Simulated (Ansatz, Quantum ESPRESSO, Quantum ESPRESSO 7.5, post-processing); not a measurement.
# The work function of Fe(100), 5 layers, one monolayer of Si on bridge sites, level by level

How much energy does it take to lift an electron out of Fe(100), 5 layers, one monolayer of Si on bridge sites, and how far do the settings matter?

Calculated with Quantum ESPRESSO 7.5; plane-wave DFT, PBE, GBRV ultrasoft pseudopotentials (geometry and cross-check by Ansatz 0.2.0 with PAW datasets; geometry under PBE).

## (1) The starting structure

The cell holds 6 atoms: 5 Fe and 1 Si. Its edges and angles: a = 2.870 Å, b = 2.870 Å, c = 24.740 Å, α = 90.0°, β = 90.0°, γ = 90.0°. It derives from Fe. Vacuum lies along c.

## (2) Relaxation with Ansatz

A relaxation in Ansatz fixes the structure of this slab for the runs on it.

input.yaml reads:

```yaml
crystal:
  lattice:
    - [2.87, 0.0, 0.0]
    - [0.0, 2.87, 0.0]
    - [0.0, 0.0, 24.74]
  atoms:
    - { symbol: Fe, position: [0.0, 0.0, 0.3354890865], spin: 2.5 }
    - { symbol: Fe, position: [0.5, 0.5, 0.3934923201], spin: 2.5 }
    - { symbol: Fe, position: [0.0, 0.0, 0.4514955538], spin: 2.5 }
    - { symbol: Fe, position: [0.5, 0.5, 0.5094987874], spin: 2.5 }
    - { symbol: Fe, position: [0.0, 0.0, 0.567502021], spin: 2.5 }
    - { symbol: Si, position: [0.5, 0.0, 0.6467679574] }
magnetization:
  spin_polarized: true
kpoints:
  mp_grid: { grid: [8, 8, 1] }
hamiltonian:
  xc: pbe
scf:
  occupations: { method: fermi_dirac, width: 0.1 }
  convergence: { dr2_threshold: 1.0e-08 }
efield:
  axis: 3
  dipole_correction: true
  ramp_position: 0.97
  ramp_width: 0.04
relax:
  f_tol: 0.01
  constraints: [{ sites: [0, 1, 2] }]
output:
  write_potential: true
  write_density: true
  volumetric_format: npy
```

Command:

```console
> ansatz run input.yaml --threads 4 --pin off --max-ram 8192MiB --backend cpu --events-out ev --progress --plain --runs-dir out
```

Then come: ground state; potential by pp.x; planar and running averages; valence density; projections on atomic orbitals; SCF with pw.x: open boundaries by the effective screening medium; self-consistent run: PBE, SSSP efficiency; ground state: PBE, SPMS norm-conserving; self-consistent run: Wu-Cohen, GBRV ultrasoft; all levels side by side; ground state, with ecutwfc = 50 and ecutrho = 250; self-consistent run, with ATOMIC_POSITIONS = about z = c/2; worked from the printed numbers. Settings of the main run: tefield on, dipfield on, cutoff 40 Ry, smearing, Marzari-Vanderbilt smearing, smearing width 0.02 Ry, edir 3, emaxpos 0.97, eopreg 0.04, eamp 0 Hartree a.u., nspin 2, starting magnetization(1) 0.42, SCF threshold 1.00e-7 Ry, gbrv-pbe-1.5 potentials, collinear spin, 8×8×1 k-mesh, mpi ranks 4, pools 4, omp threads 1, starting moments 2.5 2.5 2.5 2.5 2.5 0 μB.

**Question.** What will these runs give for the work function of the covered face, PBE, GBRV; and work function of the bare face, PBE, GBRV?

At the first level (PBE, GBRV ultrasoft) the work function comes to 5.12 eV on the upper face and 3.84 eV on the lower. The Si layer ends 1.85 Å above the top metal plane and raises the work function by 1.28 eV against the bare face. This is the step −180.95 p/A = +1.28 eV of the slab's dipole p = -0.05823 e Å, which the dipole correction builds in. The bare face is held at bulk positions, so it is no relaxed clean surface.

```
work function of the covered face, PBE, GBRV : 5.12 eV
work function of the bare face, PBE, GBRV    : 3.84 eV
covered face by ESM                          : 5.13 eV
dipole along the normal                      : -0.0582 e·Å
covered face by Ansatz                       : 5.11 eV
```

ESM differs from the periodic treatment by +12 meV on the upper face and -9 meV on the lower. Over the levels tried the upper face spans 5.09 eV (QE PBE SPMS norm-conserving, ESM bc1) to 5.17 eV (QE PBE SSSP efficiency, ESM bc1). Quantum ESPRESSO and Ansatz give 5.12 and 5.11 eV for the upper face, which agree. Ansatz ran with Fermi-Dirac smearing of 0.1 eV against cold smearing of 0.02 Ry, which alone can move a level by some tens of meV. With 8×8 points and so few layers the values hold to some 0.05 to 0.1 eV. The slab is cut at a tabulated measured bulk lattice constant, given to two decimals. A full 1×1 monolayer may not be the stable structure at this coverage. A file of the SSSP efficiency set has a known flaw or wants a higher cutoff, so those values deserve less trust.

[Logs are printed without paths, hosts, clocks, repeated set-up lines and the standing remarks that a program may print on its own settings, such as how far it seeks lower states.]

[Hosts, paths, dates, database ids (printed as entryN), source tags and the programs' standing remarks are cut or masked in the printed files.]

[Maps of the electrostatic potential energy from Ansatz leave out the sawtooth potential of an applied field or a dipole correction, so their vacuum need not be flat; planar profiles and work functions include it.]
